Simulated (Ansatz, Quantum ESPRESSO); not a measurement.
# NaMgF3 (Neighborite): modes at Γ and the response to a field, part 2 of 3

Wanted: the vibrations of NaMgF3 (Neighborite) at Γ, by two programs.

Quantum ESPRESSO 7.5; DFT LDA, scalar-relativistic, plane waves, JTH PAW pseudopotentials.

So far. Step 2 (A first look): A gap of 5.9 eV opens on this mesh, so the crystal is taken as an insulator; the start stands at -3.3 GPa. Step 4 (Ground state): The cell stands at 0.12 GPa, close enough for phonons. The relaxed cell has a = 3.821 Å (conventional setting).

The database entry behind the starting cell lists a temperature of 1273 K, so it need not match the best structure at ambient conditions.

### Step 5. Linear response at Γ

At q = 0 one unit cell holds all displacements; symmetry groups them into irreducible representations that are solved one by one. The response to a field gives ε∞ and the Born charges, which polar modes need.

ph.in

```
phonons
 &inputph
    prefix='x',
    outdir='./tmp',
    fildyn='g.dyn',
    tr2_ph=1.0d-18,
    epsil=.true.,
 /
0.000000000 0.000000000 0.000000000
```

Launch:

```bash
$ OMP_NUM_THREADS=1 mpirun -n 4 ph.x -nk 4 -in ph.in > ph.out
```

The program printed:

```text
[banners, grids, parts of the stress and lines that vanish by symmetry left out]
[banner, memory and clock lines left out]
Program PHONON v.7.5

     ./tmp/x.save/

     file Na.upf: wavefunction(s)  2S 3S 2P 3P renormalized
     file Mg.upf: wavefunction(s)  3P renormalized
     file F.upf: wavefunction(s)  0S 2P 0P renormalized

     IMPORTANT: XC functional enforced from input :
     Exchange-correlation= PW
                           (   1   4   0   0   0   0   0)
     Any further DFT definition will be discarded
     Please, verify this is what you really want

     G-vector sticks info

     Reading collected, re-writing distributed wavefunctions in ./tmp/

     Number and degeneracy of irreps per q-point
       N         xq(1)         xq(2)         xq(3)   N irreps
       1   0.000000000   0.000000000   0.000000000       5
        3   3   3   3   3

     Calculation of q =    0.0000000   0.0000000   0.0000000

     phonons

     bravais-lattice index     =            0
     lattice parameter (alat)  =       7.2214  a.u.
     unit-cell volume          =     376.5829 (a.u.)^3
     number of atoms/cell      =            5
     number of atomic types    =            3
     kinetic-energy cut-off    =      50.0000  Ry
     charge density cut-off    =     250.0000  Ry
     convergence threshold     =      1.0E-18
     beta                      =       0.7000
     number of iterations used =            4
     Exchange-correlation= PW
                           (   1   4   0   0   0   0   0)

     celldm(1)=    7.22138  celldm(2)=    0.00000  celldm(3)=    0.00000
     celldm(4)=    0.00000  celldm(5)=    0.00000  celldm(6)=    0.00000

     crystal axes: (cart. coord. in units of alat)
               a(1) = (  1.0000  0.0000  0.0000 )
               a(2) = (  0.0000  1.0000  0.0000 )
               a(3) = (  0.0000  0.0000  1.0000 )

     reciprocal axes: (cart. coord. in units 2 pi/alat)
               b(1) = (  1.0000  0.0000  0.0000 )
               b(2) = (  0.0000  1.0000  0.0000 )
               b(3) = (  0.0000  0.0000  1.0000 )

     Atoms inside the unit cell:

     Cartesian axes

     site n.  atom      mass           positions (alat units)
        1  Na     22.9898   tau(    1) = (    0.00000    0.00000    0.00000  )
        2  Mg     24.3050   tau(    2) = (    0.50000    0.50000    0.50000  )
        3  F      18.9984   tau(    3) = (    0.50000    0.50000    0.00000  )
        4  F      18.9984   tau(    4) = (    0.00000    0.50000    0.50000  )
        5  F      18.9984   tau(    5) = (    0.50000    0.00000    0.50000  )

     Computing dynamical matrix for
                    q = (   0.0000000   0.0000000   0.0000000 )

     49 Sym.Ops. (with q -> -q+G )

     G cutoff =  330.2332  (  25269 G-vectors)     FFT grid: ( 40, 40, 40)
     G cutoff =  264.1865  (  17941 G-vectors)  smooth grid: ( 36, 36, 36)
     number of k points=    20
                       cart. coord. in units 2pi/alat
        k(    1) = (   0.0000000   0.0000000   0.0000000), wk =   0.0092593
        k(    2) = (   0.0000000   0.0000000   0.1666667), wk =   0.0555556
        k(    3) = (   0.0000000   0.0000000   0.3333333), wk =   0.0555556
        [... further k-points left out ...]

     PseudoPot. # 1 for Na read from file:
     ./pseudo/Na.upf
     Pseudo is Projector augmented-wave + core cor, Zval =  9.0
     Shape of augmentation charge: SINC**2
     Using radial grid of  969 points,  4 beta functions with:
                l(1) =   0
                l(2) =   0
                l(3) =   1
                l(4) =   1
     Q(r) pseudized with 0 coefficients

     PseudoPot. # 2 for Mg read from file:
     ./pseudo/Mg.upf
     Pseudo is Projector augmented-wave + core cor, Zval = 10.0
     Shape of augmentation charge: SINC**2
     Using radial grid of  976 points,  4 beta functions with:
                l(1) =   0
                l(2) =   0
                l(3) =   1
                l(4) =   1
     Q(r) pseudized with 0 coefficients

     PseudoPot. # 3 for F  read from file:
     ./pseudo/F.upf
     Pseudo is Projector augmented-wave + core cor, Zval =  7.0
     Shape of augmentation charge: SINC**2
     Using radial grid of  953 points,  4 beta functions with:
                l(1) =   0
                l(2) =   0
                l(3) =   1
                l(4) =   1
     Q(r) pseudized with 0 coefficients

     Mode symmetry, O_h (m-3m)  point group:

     Electric field:
     Dielectric constant
     Born effective charges as d Force / d E

     Atomic displacements:
     There are    5 irreducible representations

     Representation     1      3 modes -  To be done

     Representation     2      3 modes -  To be done

     Representation     3      3 modes -  To be done

     Representation     4      3 modes -  To be done

     Representation     5      3 modes -  To be done

     Alpha used in Ewald sum =   2.3000

     Electric Fields Calculation

      thresh= 1.000E-02 alpha_mix =  0.700 |ddv_scf|^2 =  1.247E-08

      thresh= 1.117E-05 alpha_mix =  0.700 |ddv_scf|^2 =  1.636E-10

      thresh= 1.279E-06 alpha_mix =  0.700 |ddv_scf|^2 =  8.357E-12

      thresh= 2.891E-07 alpha_mix =  0.700 |ddv_scf|^2 =  2.729E-13

      thresh= 5.224E-08 alpha_mix =  0.700 |ddv_scf|^2 =  1.742E-15

      thresh= 4.173E-09 alpha_mix =  0.700 |ddv_scf|^2 =  9.702E-18

      thresh= 3.115E-10 alpha_mix =  0.700 |ddv_scf|^2 =  1.649E-19

     End of electric fields calculation

          Dielectric constant in cartesian axis

          (       1.967998668       0.000000000       0.000000000 )
          (       0.000000000       1.967998668       0.000000000 )
          (       0.000000000       0.000000000       1.967998668 )

          Effective charges (d Force / dE) in cartesian axis without acoustic sum rule applied (asr)

           atom    1  Na    Mean Z*:        1.15660
      Ex  (        1.15660        0.00000        0.00000 )
      Ey  (        0.00000        1.15660        0.00000 )
      Ez  (        0.00000        0.00000        1.15660 )
           atom    2  Mg    Mean Z*:        1.87672
      Ex  (        1.87672        0.00000        0.00000 )
      Ey  (        0.00000        1.87672        0.00000 )
      Ez  (        0.00000        0.00000        1.87672 )
           atom    3  F     Mean Z*:       -1.00551
      Ex  (       -0.88912        0.00000        0.00000 )
      Ey  (        0.00000       -0.88912        0.00000 )
      Ez  (        0.00000        0.00000       -1.23829 )
           atom    4  F     Mean Z*:       -1.00551
      Ex  (       -1.23829        0.00000        0.00000 )
      Ey  (        0.00000       -0.88912        0.00000 )
      Ez  (        0.00000        0.00000       -0.88912 )
           atom    5  F     Mean Z*:       -1.00551
      Ex  (       -0.88912        0.00000        0.00000 )
      Ey  (        0.00000       -1.23829        0.00000 )
      Ez  (        0.00000        0.00000       -0.88912 )

          Effective charges Sum: Mean:        0.01680
              0.01680        0.00000        0.00000
              0.00000        0.01680        0.00000
              0.00000        0.00000        0.01680

          Effective charges (d Force / dE) in cartesian axis with asr applied:
           atom    1  Na    Mean Z*:        1.15324
      E*x (        1.15324        0.00000        0.00000 )
      E*y (        0.00000        1.15324        0.00000 )
      E*z (        0.00000        0.00000        1.15324 )
           atom    2  Mg    Mean Z*:        1.87336
      E*x (        1.87336        0.00000        0.00000 )
      E*y (        0.00000        1.87336        0.00000 )
      E*z (        0.00000        0.00000        1.87336 )
           atom    3  F     Mean Z*:       -1.00887
      E*x (       -0.89248        0.00000        0.00000 )
      E*y (        0.00000       -0.89248        0.00000 )
      E*z (        0.00000        0.00000       -1.24165 )
           atom    4  F     Mean Z*:       -1.00887
      E*x (       -1.24165        0.00000        0.00000 )
      E*y (        0.00000       -0.89248        0.00000 )
      E*z (        0.00000        0.00000       -0.89248 )
           atom    5  F     Mean Z*:       -1.00887
      E*x (       -0.89248        0.00000        0.00000 )
      E*y (        0.00000       -1.24165        0.00000 )
      E*z (        0.00000        0.00000       -0.89248 )

     Representation #   1 modes #   1   2   3

     Self-consistent Calculation

      thresh= 1.000E-02 alpha_mix =  0.700 |ddv_scf|^2 =  6.047E-07

      thresh= 7.776E-05 alpha_mix =  0.700 |ddv_scf|^2 =  5.771E-09

      thresh= 7.597E-06 alpha_mix =  0.700 |ddv_scf|^2 =  1.556E-11

      thresh= 3.945E-07 alpha_mix =  0.700 |ddv_scf|^2 =  4.134E-13

      thresh= 6.430E-08 alpha_mix =  0.700 |ddv_scf|^2 =  4.776E-15

      thresh= 6.911E-09 alpha_mix =  0.700 |ddv_scf|^2 =  2.955E-17

      thresh= 5.436E-10 alpha_mix =  0.700 |ddv_scf|^2 =  1.035E-18

[...]
End of self-consistent calculation

     Convergence has been achieved

     Representation #   2 modes #   4   5   6

     Self-consistent Calculation

[...]
End of self-consistent calculation

     Convergence has been achieved

     Representation #   3 modes #   7   8   9

     Self-consistent Calculation

[...]
End of self-consistent calculation

     Convergence has been achieved

     Representation #   4 modes #  10  11  12

     Self-consistent Calculation

[...]
thresh= 2.809E-10 alpha_mix =  0.700 |ddv_scf|^2 =  4.895E-19

     End of self-consistent calculation

     Convergence has been achieved

     Representation #   5 modes #  13  14  15

     Self-consistent Calculation

      thresh= 1.000E-02 alpha_mix =  0.700 |ddv_scf|^2 =  5.047E-07

      thresh= 7.104E-05 alpha_mix =  0.700 |ddv_scf|^2 =  3.546E-10

      thresh= 1.883E-06 alpha_mix =  0.700 |ddv_scf|^2 =  1.755E-12

      thresh= 1.325E-07 alpha_mix =  0.700 |ddv_scf|^2 =  9.712E-16

      thresh= 3.116E-09 alpha_mix =  0.700 |ddv_scf|^2 =  3.417E-17

      thresh= 5.845E-10 alpha_mix =  0.700 |ddv_scf|^2 =  7.448E-19

     End of self-consistent calculation

     Convergence has been achieved

     Number of q in the star =    1
     List of q in the star:
          1   0.000000000   0.000000000   0.000000000

          Dielectric constant in cartesian axis

          (       1.967998668       0.000000000       0.000000000 )
          (       0.000000000       1.967998668       0.000000000 )
          (       0.000000000       0.000000000       1.967998668 )

          Effective charges (d Force / dE) in cartesian axis without acoustic sum rule applied (asr)

           atom    1  Na    Mean Z*:        1.15660
      Ex  (        1.15660        0.00000        0.00000 )
      Ey  (        0.00000        1.15660        0.00000 )
      Ez  (        0.00000        0.00000        1.15660 )
           atom    2  Mg    Mean Z*:        1.87672
      Ex  (        1.87672        0.00000        0.00000 )
      Ey  (        0.00000        1.87672        0.00000 )
      Ez  (        0.00000        0.00000        1.87672 )
           atom    3  F     Mean Z*:       -1.00551
      Ex  (       -0.88912        0.00000        0.00000 )
      Ey  (        0.00000       -0.88912        0.00000 )
      Ez  (        0.00000        0.00000       -1.23829 )
           atom    4  F     Mean Z*:       -1.00551
      Ex  (       -1.23829        0.00000        0.00000 )
      Ey  (        0.00000       -0.88912        0.00000 )
      Ez  (        0.00000        0.00000       -0.88912 )
           atom    5  F     Mean Z*:       -1.00551
      Ex  (       -0.88912        0.00000        0.00000 )
      Ey  (        0.00000       -1.23829        0.00000 )
      Ez  (        0.00000        0.00000       -0.88912 )

          Effective charges Sum: Mean:        0.01680
              0.01680        0.00000        0.00000
              0.00000        0.01680        0.00000
              0.00000        0.00000        0.01680

          Effective charges (d Force / dE) in cartesian axis with asr applied:
           atom    1  Na    Mean Z*:        1.15324
      E*x (        1.15324        0.00000        0.00000 )
      E*y (        0.00000        1.15324        0.00000 )
      E*z (        0.00000        0.00000        1.15324 )
           atom    2  Mg    Mean Z*:        1.87336
      E*x (        1.87336        0.00000        0.00000 )
      E*y (        0.00000        1.87336        0.00000 )
      E*z (        0.00000        0.00000        1.87336 )
           atom    3  F     Mean Z*:       -1.00887
      E*x (       -0.89248        0.00000        0.00000 )
      E*y (        0.00000       -0.89248        0.00000 )
      E*z (        0.00000        0.00000       -1.24165 )
           atom    4  F     Mean Z*:       -1.00887
      E*x (       -1.24165        0.00000        0.00000 )
      E*y (        0.00000       -0.89248        0.00000 )
      E*z (        0.00000        0.00000       -0.89248 )
           atom    5  F     Mean Z*:       -1.00887
      E*x (       -0.89248        0.00000        0.00000 )
      E*y (        0.00000       -1.24165        0.00000 )
      E*z (        0.00000        0.00000       -0.89248 )

     Diagonalizing the dynamical matrix

     q = (    0.000000000   0.000000000   0.000000000 )

 **************************************************************************
     freq (    1) =      -1.615514 [THz] =     -53.887740 [cm-1]
     freq (    2) =      -1.615514 [THz] =     -53.887740 [cm-1]
     freq (    3) =      -1.615514 [THz] =     -53.887740 [cm-1]
     freq (    4) =       0.076458 [THz] =       2.550371 [cm-1]
     freq (    5) =       0.076458 [THz] =       2.550371 [cm-1]
     freq (    6) =       0.076458 [THz] =       2.550371 [cm-1]
     freq (    7) =       3.681843 [THz] =     122.813074 [cm-1]
     freq (    8) =       3.681843 [THz] =     122.813074 [cm-1]
     freq (    9) =       3.681843 [THz] =     122.813074 [cm-1]
     freq (   10) =       8.566881 [THz] =     285.760390 [cm-1]
     freq (   11) =       8.566881 [THz] =     285.760390 [cm-1]
     freq (   12) =       8.566881 [THz] =     285.760390 [cm-1]
     freq (   13) =      18.382389 [THz] =     613.170480 [cm-1]
     freq (   14) =      18.382389 [THz] =     613.170480 [cm-1]
     freq (   15) =      18.382389 [THz] =     613.170480 [cm-1]
 **************************************************************************

     Mode symmetry, O_h (m-3m)  point group:

     freq (   1-   3) =        -53.9  [cm-1]   --> T_1u G_15  G_4- I
     freq (   4-   6) =          2.6  [cm-1]   --> T_1u G_15  G_4- I
     freq (   7-   9) =        122.8  [cm-1]   --> T_2u G_25  G_5-
     freq (  10-  12) =        285.8  [cm-1]   --> T_1u G_15  G_4- I
     freq (  13-  15) =        613.2  [cm-1]   --> T_1u G_15  G_4- I
```

It took 3.9 min on 4 MPI ranks of Arm Neoverse V2, shared host; 16 min of CPU time.

This step gave:

| Item | Value |
| --- | --- |
| miss of the charge sum rule | 0.01679 e |
| largest acoustic frequency at the zone centre before the sum rule | 2.55 cm⁻¹ |
| highest optical zone-centre mode (no LO-TO term) | 613.2 cm⁻¹ |
| lowest optical zone-centre mode | -53.89 cm⁻¹ |
| mean high-frequency dielectric constant | 1.968 |
| largest Born charge in size (third of the trace) | 1.877 e |

Born charge (rows field, columns displacement), before the sum rule (e), principal values of the symmetric part by kind of site:

```
atom  atoms with these values    low  middle   high   mean
 Na1                        1   1.16    1.16   1.16   1.16
 Mg2                        1   1.88    1.88   1.88   1.88
  F3                        3  -1.24   -0.89  -0.89  -1.01
```

In full for Mg2:

```
1.88 0.00 0.00
0.00 1.88 0.00
0.00 0.00 1.88
```

High-frequency dielectric tensor:

```
1.97 0.00 0.00
0.00 1.97 0.00
0.00 0.00 1.97
```

The acoustic modes at Γ come out as far as 2.5 cm⁻¹ from zero, where they should vanish, a small numerical error; the Born charges miss their sum rule by 0.017 e, which is good. The lowest optical mode is imaginary, 54i cm⁻¹, an instability at this level and on this k mesh.

### Step 6. Modes with the sum rule

A rigid shift of the crystal must cost nothing, but grids and finite bases break this; the acoustic sum rule is imposed before the matrix is diagonalised again. With Born charges the intensities follow; a static dielectric tensor has no meaning with imaginary modes.

dynmat.in

```
 &input
    fildyn='g.dyn',
    asr='simple',
    fileig='dynmat.eig',
    lperm=.true.,
 /
```

Launch:

```bash
$ dynmat.x -in dynmat.in > dynmat.out
```

The program printed:

```text
[banner, memory and clock lines left out]
Program DYNMAT v.7.5

     Reading Dynamical Matrix from file g.dyn
     ...Force constants read
     ...epsilon and Z* read
     A direction for q was not specified:TO-LO splitting will be absent

     Polarizability (A^3 units)
     multiply by 0.756049 for Clausius-Mossotti correction
         4.298619    0.000000    0.000000
         0.000000    4.298619    0.000000
         0.000000    0.000000    4.298619

     IR activities are in (D/A)^2/amu units

# mode   [cm-1]    [THz]      IR
    1    -53.89   -1.6156    2.8709
    2    -53.89   -1.6156    2.8709
    3    -53.89   -1.6156    2.8709
    4     -0.00   -0.0000    0.0000
    5     -0.00   -0.0000    0.0000
    6      0.00    0.0000    0.0000
    7    122.82    3.6821    0.0000
    8    122.82    3.6821    0.0000
    9    122.82    3.6821    0.0000
   10    285.76    8.5668    1.5216
   11    285.76    8.5668    1.5216
   12    285.76    8.5668    1.5216
   13    613.14   18.3815    4.0802
   14    613.14   18.3815    4.0802
   15    613.14   18.3815    4.0802

Electronic dielectric permittivity tensor (relative, adimensional)
         1.967999    0.000000    0.000000
         0.000000    1.967999    0.000000
         0.000000    0.000000    1.967999

 ... with zone-center polar mode contributions
         3.095007    0.000000    0.000000
         0.000000    3.095007    0.000000
         0.000000    0.000000    3.095007

[end of the log left out, with the tail of the file of modes that dynmat.x writes under the same name]
```

Wall time 0.47 s (1 thread).

Numbers from this step:

```
highest optical zone-centre mode (no LO-TO term) : 613.1 cm⁻¹
```

Unit eigenvectors of the mass-weighted matrix after the sum rule; no LO-TO term. Modes at Γ, with each element's share of the kinetic energy (negative means imaginary):

```
mode  frequency (cm⁻¹)  Na %  Mg %  F %
   1             -53.9    73     1   26
   2             -53.9    73     1   26
   3             -53.9    73     1   26
   4               0.0    22    23   55
   5               0.0    22    23   55
   6               0.0    22    23   55
   7             122.8     0     0  100
   8             122.8     0     0  100
   9             122.8     0     0  100
  10             285.8     5    42   53
  11             285.8     5    42   53
  12             285.8     5    42   53
  13             613.1     0    34   66
  14             613.1     0    34   66
  15             613.1     0    34   66
```

Displacements in mode 1 (-53.9 cm⁻¹), the largest set to 1:
```
Na1  0.08 -0.01  1.00
Mg2 -0.01  0.00 -0.10
F3  -0.04  0.00 -0.17
F4  -0.01  0.00 -0.45
F5  -0.04  0.00 -0.45
```

Displacements in mode 9 (122.8 cm⁻¹), the largest set to 1:
```
Na1  0.00  0.00  0.00
Mg2  0.00  0.00  0.00
F3   0.00  0.01  0.00
F4   0.00 -0.01  1.00
F5   0.00  0.00 -1.00
```

Degenerate modes summed, no LO-TO term; imaginary modes left out. Lines of the infrared spectrum (strongest = 100):

```
position (cm⁻¹)  lines merged  label  IR intensity, relative
            123             3    T2u                     0.0
            286             3    T1u                      37
            613             3    T1u                     100
```

The rule moves no optical mode by more than 0.1 cm⁻¹.

(Part 2 of 3 ends here.)

[Host names and launcher messages were left out of these logs when they were recorded.]

[Logs are printed without paths, hosts, clocks, repeated set-up lines and the standing remarks that a program may print on its own settings, such as how far it seeks lower states.]

[Hosts, paths, dates, database ids (printed as entryN), source tags and the programs' standing remarks are cut or masked in the printed files.]
